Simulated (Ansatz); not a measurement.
# Ab initio dynamics of molten Be13.9F57.7La0.7Li27.8 (281 atoms)

Aim: follow Be13.9F57.7La0.7Li27.8 (281 atoms) in the fluid state with forces from DFT, and read its local order and motion.

Calculated with Ansatz 0.2.0; Kohn-Sham DFT, PBE, PAW (set soft_2), plane waves.

## 1. Starting point

The cell holds 281 atoms: 39 Be, 162 F, 2 La and 78 Li. Cell: a = 15.172 Å, b = 15.172 Å, c = 15.172 Å, α = 90.0°, β = 90.0°, γ = 90.0°. 281 atoms (39 Be, 162 F, 2 La, 78 Li) packed at random in a cube at 2.02 g/cm³ and pushed apart as soft spheres, cations and anions kept from their own kind; a start for melting by ab initio MD, not an equilibrated structure. The density is a measured one.

Before any run, some limits are plain. The Brillouin zone is sampled at Γ only, in a cell whose shortest periodic width is 15 Å. No spin–orbit coupling is included, so levels derived from the heavy atoms are approximate.

## 2. Single point at the start

The forces at the start show how far the geometry lies from a minimum of this functional.

input.yaml

```yaml
crystal:
  lattice:
    - [15.1719, 0.0, 0.0]
    - [0.0, 15.1719, 0.0]
    - [0.0, 0.0, 15.1719]
  atoms:
    - { symbol: Be, position: [0.79127, 0.85867, 0.70197] }
    - { symbol: Be, position: [0.88396, 0.36517, 0.01797] }
    - { symbol: Be, position: [0.51525, 0.50302, 0.23971] }
    - { symbol: Be, position: [0.39569, 0.77436, 0.34427] }
    - { symbol: Be, position: [0.94693, 0.96038, 0.44601] }
    - { symbol: Be, position: [0.90949, 0.27996, 0.16588] }
    - { symbol: Be, position: [0.82787, 0.89049, 0.27063] }
    - { symbol: Be, position: [0.9866, 0.34704, 0.66432] }
    - { symbol: Be, position: [0.38435, 0.70448, 0.11292] }
    - { symbol: Be, position: [0.80666, 0.15928, 0.9816] }
    - { symbol: Be, position: [0.55799, 0.73317, 0.77519] }
    - { symbol: Be, position: [0.87249, 0.55586, 0.31253] }
    - { symbol: Be, position: [0.29735, 0.96989, 0.2815] }
    - { symbol: Be, position: [0.78436, 0.4296, 0.56265] }
    - { symbol: Be, position: [0.40511, 0.33053, 0.94714] }
    - { symbol: Be, position: [0.00982, 0.2661, 0.95896] }
    - { symbol: Be, position: [0.5935, 0.07885, 0.09949] }
    - { symbol: Be, position: [0.1907, 0.85717, 0.27817] }
    - { symbol: Be, position: [0.98785, 0.55736, 0.15795] }
    - { symbol: Be, position: [0.80904, 0.63148, 0.69232] }
    - { symbol: Be, position: [0.53494, 0.27867, 0.68274] }
    - { symbol: Be, position: [0.32418, 0.54308, 0.78274] }
    - { symbol: Be, position: [0.90363, 0.7824, 0.63756] }
    - { symbol: Be, position: [0.57799, 0.40973, 0.59897] }
    - { symbol: Be, position: [0.68308, 0.98184, 0.87337] }
    - { symbol: Be, position: [0.04823, 0.85781, 0.48847] }
    - { symbol: Be, position: [0.62444, 0.54372, 0.54925] }
    - { symbol: Be, position: [0.28798, 0.67752, 0.72616] }
    - { symbol: Be, position: [0.31482, 0.28031, 0.76601] }
    - { symbol: Be, position: [0.43064, 0.04916, 0.87569] }
    - { symbol: Be, position: [0.19471, 0.39686, 0.57827] }
    - { symbol: Be, position: [0.55446, 0.22507, 0.39609] }
    [... 243 atom lines left out ...]
    - { symbol: Li, position: [0.18946, 0.5447, 0.9418] }
    - { symbol: Li, position: [0.73367, 0.36933, 0.18064] }
    - { symbol: Li, position: [0.5977, 0.87513, 0.33249] }
    - { symbol: Li, position: [0.37622, 0.9301, 0.64355] }
    - { symbol: Li, position: [0.92841, 0.04179, 0.81691] }
    - { symbol: Li, position: [0.15, 0.70049, 0.849] }
kpoints:
  mp_grid: { grid: [1, 1, 1] }
hamiltonian:
  xc: pbe
scf:
  occupations: { method: fermi_dirac, width: 0.113 }
output:
  forces: true
```

Command:

```console
$ ansatz run input.yaml --threads 32 --pin off --max-ram 143360MiB --backend cuda --events-out ev --progress --plain --runs-dir out
```

Numbers of over 12 decimals in the logs are rounded to 6 here.

Log:

```text
band count auto-derived: 1020 (N_el = 1468.0; filled up to band 734; 1015 by the electrons, moments and atoms)
Engine: ansatz 0.2.0, aarch64-unknown-linux-gnu
Pseudopotentials: kind: paw
Pseudopotential: Be, paw, valence charge 2, recommended cutoff 420 eV (normal), Be.paw.azcp
Pseudopotential: F, paw, valence charge 7, recommended cutoff 420 eV (normal), F.paw.azcp
Pseudopotential: La, paw, valence charge 11, recommended cutoff 420 eV (normal), La.paw.azcp
Pseudopotential: Li, paw, valence charge 3, recommended cutoff 420 eV (normal), Li.paw.azcp
[... 5 lines on functional and potentials left out ...]
device memory: the entry about to start is reckoned to put 10.0 GiB on a device that reports 182.5 GiB free
GPU FFT provider: cuFFT
GPU libraries: cuBLAS 13.8.1, cuFFT 12.4.0, cuSOLVER 12.3.2
GPU matrix products: emulated (plane waves: as basis.precision tells), large ones in fixed point in workspaces of 1.00 GiB
Crystal: 281 atoms, lattice volume = 3492.367 Å³
Basis set: ecut = 420 eV, 68243 PW (Γ), exchange–correlation on 216×216×216 points (8 copies of the dense FFT grid, shifted against one another)
Bands: 1020, of which v1, the nominal top of the filled ones, is band 734 counted from 1 (733 counted from 0)
Symmetry: 1 space group operations
Space group: P1 (ITA 1), of the structure as read, at distance tolerance 1.5e-4 Å
k-points: 1
[... 9 lines on functional and potentials left out ...]
Initial density: superposition of atomic densities (neutral atoms: chi_scale 0, normalization atom), corrected by the library's trained network
Initial wavefunctions: pseudopotential atomic-orbital guess
GPU buffer pool allocated for 1259712 grid points (all kernels)
GPU transforms: local potential and band sums: pruned to the plane-wave sphere, on 108×108×108
Functional: x = pbe(κ = 0.804, μ = 0.219515), c = pbe(β = 0.066725)
SCF iter   1: F=—  HF=-163125.535570 eV  |F-HF|=—  |Δ(HF+E_count)|=         —  Δρ=1.88e-2  dr2=2.03e1  ethr=1.77e-3  ⟨swp⟩=5.0  Hψ=4119  notcnv=0  defer=215
preconditioner: auto → LDOS  [metal: Δε(μ)=0.065 eV  Ē_g=13.671 eV  σ=0.113 eV  W_gap=0.14  n_scr=750 (ndim 8)  ℏωp=22.3 eV  f_vac=0.119  D(μ)=82.23/eV (n_scr^D=484)  β→1.0]
SCF iter   2: F=—  HF=-163124.192919 eV  |F-HF|=—  |Δ(HF+E_count)|=    1.34e0  Δρ=1.61e-2  dr2=9.67e0  ethr=1.38e-3  ⟨swp⟩=2.0  Hψ=1218  notcnv=0  defer=224
SCF iter   3: F=—  HF=-163124.378215 eV  |F-HF|=—  |Δ(HF+E_count)|=   1.85e-1  Δρ=4.39e-3  dr2=8.31e-1  ethr=6.59e-4  ⟨swp⟩=2.0  Hψ=1079  notcnv=0  defer=224
SCF iter   4: F=—  HF=-163124.479969 eV  |F-HF|=—  |Δ(HF+E_count)|=   1.02e-1  Δρ=2.23e-3  dr2=1.97e-1  ethr=5.66e-5  ⟨swp⟩=2.0  Hψ=1836  notcnv=0  defer=222
SCF iter   5: F=—  HF=-163124.504109 eV  |F-HF|=—  |Δ(HF+E_count)|=   2.41e-2  Δρ=1.53e-3  dr2=8.32e-2  ethr=1.34e-5  ⟨swp⟩=2.0  Hψ=1402  notcnv=0  defer=222
SCF iter   6: F=—  HF=-163124.511684 eV  |F-HF|=—  |Δ(HF+E_count)|=   7.58e-3  Δρ=8.93e-4  dr2=3.02e-2  ethr=5.66e-6  ⟨swp⟩=2.0  Hψ=1317  notcnv=0  defer=222
SCF iter   7: F=—  HF=-163124.521211 eV  |F-HF|=—  |Δ(HF+E_count)|=   9.53e-3  Δρ=5.56e-4  dr2=1.08e-2  ethr=2.06e-6  ⟨swp⟩=2.0  Hψ=1224  notcnv=0  defer=222
SCF iter   8: F=—  HF=-163124.501688 eV  |F-HF|=—  |Δ(HF+E_count)|=   1.95e-2  Δρ=3.04e-4  dr2=3.40e-3  ethr=7.35e-7  ⟨swp⟩=2.0  Hψ=1182  notcnv=0  defer=222
SCF iter   9: F=—  HF=-163124.508604 eV  |F-HF|=—  |Δ(HF+E_count)|=   6.92e-3  Δρ=1.91e-4  dr2=1.41e-3  ethr=2.32e-7  ⟨swp⟩=2.0  Hψ=1191  notcnv=0  defer=222
SCF iter  10: F=—  HF=-163124.501919 eV  |F-HF|=—  |Δ(HF+E_count)|=   6.69e-3  Δρ=1.16e-4  dr2=4.68e-4  ethr=9.62e-8  ⟨swp⟩=2.0  Hψ=1195  notcnv=0  defer=222
SCF iter  11: F=—  HF=-163124.515672 eV  |F-HF|=—  |Δ(HF+E_count)|=   1.38e-2  Δρ=7.41e-5  dr2=1.84e-4  ethr=3.19e-8  ⟨swp⟩=2.0  Hψ=1534  notcnv=0  defer=222
SCF iter  12: F=—  HF=-163124.515696 eV  |F-HF|=—  |Δ(HF+E_count)|=   2.39e-5  Δρ=4.88e-5  dr2=7.98e-5  ethr=1.26e-8  ⟨swp⟩=2.0  Hψ=1195  notcnv=0  defer=222
SCF iter  13: F=—  HF=-163124.515703 eV  |F-HF|=—  |Δ(HF+E_count)|=   7.06e-6  Δρ=3.06e-5  dr2=3.32e-5  ethr=5.44e-9  ⟨swp⟩=2.0  Hψ=1182  notcnv=0  defer=222
SCF iter  14: F=—  HF=-163124.515707 eV  |F-HF|=—  |Δ(HF+E_count)|=   3.86e-6  Δρ=1.86e-5  dr2=1.27e-5  ethr=2.26e-9  ⟨swp⟩=2.0  Hψ=1182  notcnv=0  defer=222
SCF iter  15: F=—  HF=-163124.515709 eV  |F-HF|=—  |Δ(HF+E_count)|=   1.66e-6  Δρ=1.09e-5  dr2=4.18e-6  ethr=8.65e-10  ⟨swp⟩=2.0  Hψ=1430  notcnv=0  defer=222
SCF iter  16: F=—  HF=-163124.515710 eV  |F-HF|=—  |Δ(HF+E_count)|=   8.06e-7  Δρ=6.83e-6  dr2=1.64e-6  ethr=2.85e-10  ⟨swp⟩=2.0  Hψ=1211  notcnv=0  defer=222
SCF iter  17: F=-163124.515710 eV  HF=-163124.515710 eV  |F-HF|=3.44e-7  |Δ(HF+E_count)|=   4.41e-7  Δρ=4.52e-6  dr2=7.31e-7  ethr=6.81e-11  ⟨swp⟩=3.0  Hψ=2194  notcnv=0
SCF 1 converged in 17 iterations: F = -163124.515710 eV  dr2 = 7.31e-7
  greatest PAW one-centre occupation: 1.000 electrons in one spin orbital (limit 2), on the Li atom at site 231 (counted from 0), in its partial waves of l = 0
SCF converged after 17 iterations
Free energy (F): -163124.515710 eV
Harris-Foulkes:  -163124.515710 eV  (|F-HF|=3.44e-7)
Internal energy: -163120.654801 eV  (E = F + TS)
E sigma→0 (E₀):  -163122.585255 eV
Entropy (-TS):   -3.860909 eV (-13.740 meV/atom)
Fermi energy:    1.334778 eV
--- Per-component energies (eV) ---
  E_band       = -15594.362650
  E_kinetic    = 36008.363538
  E_local      = -126911.222917  (includes V_loc(G=0)·N_el)
  E_nonlocal   = 9647.997008
  E_hartree    = 48035.003438
  E_xc         = -14713.780853
  E_vxc        = -18615.449158  (∫ρ·V_xc dr)
  E_paw        = -47208.489510  (= ΣΔE_a)
  E_vpaw       = -11794.384691  (= ΣTr[D̂ρ^β])
  E_aug_tail   = 0.332207  (compensation charges beyond the density's cutoff)
  E_ewald      = -67978.857713
  E_smearing   = -3.860909  (= −TS)
  E_closure    = -0.000000  (closes the sum)
  Σ components = -163124.515710   (vs F -163124.515710, Δ=0.00e0)
--- Forces (eV/Å), atoms counted from 1 ---
[... 281 lines of forces left out ...]
  max |Σ_I F_I| component: 2.49e-4 eV/Å
```

Elapsed: 2.9 s, on 1 × NVIDIA GB200 with 32 threads of Arm Neoverse V2, shared host; peak memory 1.8 GiB; 8.7 s of CPU time.

Reading the cycles: dr2 is the Hartree energy of the density residual (eV), the measure of convergence; HF is the Harris–Foulkes estimate of the energy, which meets the free energy F at convergence.

That memory is the host's; the program planned up to 10 GiB on the GPU. Forces of this run were stored rounded, and per-atom blocks of the log weren't kept.

The run gave:

```
free energy            : -163124.5157 eV
free energy per atom   : -580.5143 eV/atom
SCF cycles             : 17
r.m.s. force component : 1.399 eV/Å
longest force          : 6.662 eV/Å
Fermi energy           : 1.335 eV
```

The r.m.s. force component of 1.4 eV/Å sets the starting point.

Length of the force by element:

```tsv
element	coordination	atoms	mean length of the force (eV/Å)	spread	least	most
Be	all	39	2.70	1.19	0.699	4.98
F	all	162	2.36	0.999	0.274	4.82
La	all	2	5.21	1.45	3.76	6.66
Li	all	78	1.45	0.574	0.390	3.89
```

## 3. Melting at 1310 K

The random start is held at a high temperature, to make it forget its packing.

input.yaml: that of step 2 with these lines changed.

```diff
@@ -15 +15,8 @@
   forces: true
+md:
+  timestep: 2
+  n_steps: 130
+  ensemble: nvt_langevin
+  temperature: 1310
+  initial_velocities: maxwell_boltzmann
+  seed: 7363
```

Log:

```text
Warning: md: disabling space-group detection — thermal motion breaks the input geometry's symmetry, so no spatial operation reduces the k-mesh or symmetrises the density; time reversal is kept, so that k and −k are solved as one point where they differ and the mesh holds both, and exact exchange and, on two spinor components, a DFT+U term hold to it where the run has them: [...]
[...]
Crystal: 281 atoms, lattice volume = 3492.367 Å³
Basis set: ecut = 420 eV, 68243 PW (Γ), exchange–correlation on 216×216×216 points (8 copies of the dense FFT grid, shifted against one another)
Bands: 1020, of which v1, the nominal top of the filled ones, is band 734 counted from 1 (733 counted from 0)
Symmetry: 1 space group operations
k-points: 1
[...]
SCF iter   1: F=—  HF=-163125.535576 eV  |F-HF|=—  |Δ(HF+E_count)|=         —  Δρ=1.88e-2  dr2=2.03e1  ethr=1.77e-3  ⟨swp⟩=5.0  Hψ=4119  notcnv=0  defer=215
[...]
SCF iter   2: F=—  HF=-163124.192911 eV  |F-HF|=—  |Δ(HF+E_count)|=    1.34e0  Δρ=1.61e-2  dr2=9.67e0  ethr=1.38e-3  ⟨swp⟩=2.0  Hψ=1218  notcnv=0  defer=224
[...]
SCF iter  20: F=-163124.515710 eV  HF=-163124.515710 eV  |F-HF|=3.74e-8  |Δ(HF+E_count)|=   1.96e-8  Δρ=1.37e-6  dr2=6.70e-8  ethr=6.81e-12  ⟨swp⟩=4.0  Hψ=2195  notcnv=0
SCF 1 converged in 20 iterations: F = -163124.515710 eV  dr2 = 6.70e-8
[...]
md step     0: t =     0.00 fs  T =  1305.3 K  F+E_penalty+E_count = -163124.51571021 eV  E_kin = 47.412568 eV  (20 SCF iters)
[... from here on, the SCF cycles and remarks between the steps are left out ...]
md step     6: t =    12.00 fs  T =  2518.3 K  F+E_penalty+E_count = -163174.65794923 eV  E_kin = 91.469964 eV  (17 SCF iters)
md step    14: t =    28.00 fs  T =  3813.6 K  F+E_penalty+E_count = -163247.40961883 eV  E_kin = 138.518970 eV  (18 SCF iters)
md step    22: t =    44.00 fs  T =  3422.3 K  F+E_penalty+E_count = -163264.44122223 eV  E_kin = 124.304823 eV  (17 SCF iters)
md step    30: t =    60.00 fs  T =  3340.4 K  F+E_penalty+E_count = -163284.92822356 eV  E_kin = 121.330358 eV  (20 SCF iters)
md step    38: t =    76.00 fs  T =  2834.7 K  F+E_penalty+E_count = -163290.68340032 eV  E_kin = 102.962740 eV  (18 SCF iters)
md step    46: t =    92.00 fs  T =  2712.8 K  F+E_penalty+E_count = -163302.37484770 eV  E_kin = 98.533765 eV  (16 SCF iters)
md step    54: t =   108.00 fs  T =  2835.4 K  F+E_penalty+E_count = -163317.88282528 eV  E_kin = 102.988032 eV  (12 SCF iters)
md step    62: t =   124.00 fs  T =  2669.7 K  F+E_penalty+E_count = -163325.45775556 eV  E_kin = 96.970288 eV  (9 SCF iters)
md step    70: t =   140.00 fs  T =  2444.7 K  F+E_penalty+E_count = -163334.19318610 eV  E_kin = 88.795088 eV  (11 SCF iters)
md step    78: t =   156.00 fs  T =  2216.7 K  F+E_penalty+E_count = -163337.92101442 eV  E_kin = 80.516221 eV  (9 SCF iters)
md step    86: t =   172.00 fs  T =  1985.6 K  F+E_penalty+E_count = -163342.68361258 eV  E_kin = 72.119681 eV  (9 SCF iters)
md step    90: t =   180.00 fs  T =  1945.0 K  F+E_penalty+E_count = -163345.77911657 eV  E_kin = 70.645763 eV  (11 SCF iters)
md step    92: t =   184.00 fs  T =  1996.0 K  F+E_penalty+E_count = -163348.50553612 eV  E_kin = 72.499817 eV  (9 SCF iters)
md step    94: t =   188.00 fs  T =  2103.5 K  F+E_penalty+E_count = -163353.13399374 eV  E_kin = 76.403333 eV  (9 SCF iters)
md step    96: t =   192.00 fs  T =  2122.4 K  F+E_penalty+E_count = -163355.96577250 eV  E_kin = 77.091028 eV  (8 SCF iters)
md step    98: t =   196.00 fs  T =  2088.3 K  F+E_penalty+E_count = -163357.45752899 eV  E_kin = 75.853121 eV  (9 SCF iters)
md step   100: t =   200.00 fs  T =  2013.0 K  F+E_penalty+E_count = -163357.26429308 eV  E_kin = 73.116715 eV  (10 SCF iters)
md step   102: t =   204.00 fs  T =  1897.5 K  F+E_penalty+E_count = -163355.46070784 eV  E_kin = 68.919530 eV  (9 SCF iters)
md step   104: t =   208.00 fs  T =  1858.5 K  F+E_penalty+E_count = -163355.90930363 eV  E_kin = 67.505897 eV  (10 SCF iters)
md step   106: t =   212.00 fs  T =  1843.2 K  F+E_penalty+E_count = -163357.95213645 eV  E_kin = 66.950218 eV  (8 SCF iters)
md step   108: t =   216.00 fs  T =  1848.0 K  F+E_penalty+E_count = -163360.66710416 eV  E_kin = 67.123944 eV  (9 SCF iters)
md step   110: t =   220.00 fs  T =  1884.5 K  F+E_penalty+E_count = -163363.10792857 eV  E_kin = 68.448480 eV  (10 SCF iters)
md step   112: t =   224.00 fs  T =  1932.8 K  F+E_penalty+E_count = -163364.08538664 eV  E_kin = 70.203359 eV  (9 SCF iters)
md step   114: t =   228.00 fs  T =  1933.4 K  F+E_penalty+E_count = -163365.78243392 eV  E_kin = 70.225987 eV  (9 SCF iters)
md step   116: t =   232.00 fs  T =  1885.2 K  F+E_penalty+E_count = -163366.91937639 eV  E_kin = 68.474677 eV  (8 SCF iters)
md step   118: t =   236.00 fs  T =  1798.4 K  F+E_penalty+E_count = -163364.48580619 eV  E_kin = 65.321949 eV  (8 SCF iters)
md step   120: t =   240.00 fs  T =  1704.3 K  F+E_penalty+E_count = -163362.73574492 eV  E_kin = 61.904073 eV  (10 SCF iters)
md step   122: t =   244.00 fs  T =  1718.4 K  F+E_penalty+E_count = -163363.85829032 eV  E_kin = 62.415309 eV  (9 SCF iters)
md step   124: t =   248.00 fs  T =  1703.5 K  F+E_penalty+E_count = -163365.50033223 eV  E_kin = 61.873764 eV  (10 SCF iters)
md step   126: t =   252.00 fs  T =  1721.7 K  F+E_penalty+E_count = -163366.17281421 eV  E_kin = 62.534173 eV  (10 SCF iters)
md step   128: t =   256.00 fs  T =  1706.0 K  F+E_penalty+E_count = -163366.98277549 eV  E_kin = 61.964006 eV  (9 SCF iters)
md step   129: t =   258.00 fs  T =  1698.9 K  F+E_penalty+E_count = -163367.58867780 eV  E_kin = 61.707587 eV  (10 SCF iters)
md step   130: t =   260.00 fs  T =  1686.4 K  F+E_penalty+E_count = -163367.98171585 eV  E_kin = 61.252179 eV  (10 SCF iters)
SCF converged after 10 iterations
Free energy (F): -163367.981716 eV
[...]
Internal energy: -163367.979467 eV  (E = F + TS)
E sigma→0 (E₀):  -163367.980591 eV
Entropy (-TS):   -0.002249 eV (-0.008 meV/atom)
Fermi energy:    2.680947 eV
[...]
--- Forces (eV/Å), atoms counted from 1 ---
[... 281 lines of forces left out ...]
  max |Σ_I F_I| component: 1.56e-4 eV/Å
--- MD trajectory: 130 steps, t = 0.0 → 260.0 fs ---
  final state: T = 1686.4 K   F+E_penalty+E_count = -163367.98171585 eV   E_kin = 61.252179 eV
```

Elapsed: 2.7 min, on 1 × NVIDIA GB200 with 32 threads; peak memory 1.9 GiB; 8.8 min of CPU time.

That memory is the host's.

The program notes that it switched symmetry off.

Rows from the run:

```tsv
time (fs)	T (K)	potential (meV/atom)
0.0	1305	0.0
16.0	3083	-258.7
36.0	3828	-496.4
52.0	3467	-549.7
72.0	2889	-574.8
88.0	2796	-636.6
104.0	2866	-683.6
124.0	2670	-715.1
136.0	2532	-737.4
156.0	2217	-759.4
172.0	1986	-776.4
188.0	2103	-813.6
208.0	1859	-823.5
224.0	1933	-852.6
244.0	1718	-851.8
260.0	1686	-866.4
```

Mean square displacement from the first frame to the last: Be 3.0 Å², F 2.2 Å², La 0.45 Å², Li 6.5 Å².

The mean square displacement by time lag:

```tsv
time lag (fs)	Be (Å²)	F (Å²)	La (Å²)	Li (Å²)
2.0	0.00338	0.00126	1.5e-4	0.00361
6.0	0.0291	0.0112	0.00135	0.0320
12.0	0.101	0.0429	0.00532	0.121
22.0	0.241	0.129	0.0172	0.353
28.0	0.313	0.193	0.0272	0.515
34.0	0.376	0.261	0.0391	0.677
38.0	0.415	0.307	0.0481	0.783
44.0	0.472	0.375	0.0630	0.937
54.0	0.562	0.485	0.0912	1.18
60.0	0.611	0.547	0.110	1.32
66.0	0.660	0.607	0.129	1.46
70.0	0.694	0.645	0.143	1.56
76.0	0.750	0.701	0.164	1.70
86.0	0.857	0.792	0.199	1.94
92.0	0.927	0.847	0.221	2.08
98.0	0.998	0.901	0.243	2.22
102.0	1.04	0.937	0.258	2.32
108.0	1.11	0.992	0.280	2.46
118.0	1.22	1.08	0.315	2.70
124.0	1.30	1.14	0.335	2.85
130.0	1.37	1.19	0.354	2.99
```

Over the second half of 260 fs the temperature averages 2025 K, falling from about 2442 to 1740 K (means over the first and last quarter of that half). From first frame to last Li has the largest mean square displacement, 6.5 Å² at the end; the farthest move is 4.94 Å. By the end of the lags followed (0.13 ps), the least mobile element has a mean square displacement of 0.35 Å², too little over such short lags to show that the memory of the start is lost. The mean temperature of 2025 K lies well off the 1310 K of the input, so the thermostat hasn't yet brought the run to equilibrium. The run spans 0.26 ps, too short for its means to be equilibrium values.

(Part 1 of 4 ends here.)

[Logs are printed without paths, hosts, clocks, repeated set-up lines and the standing remarks that a program may print on its own settings, such as how far it seeks lower states.]

[Hosts, paths, dates, database ids (printed as entryN), source tags and the programs' standing remarks are cut or masked in the printed files.]
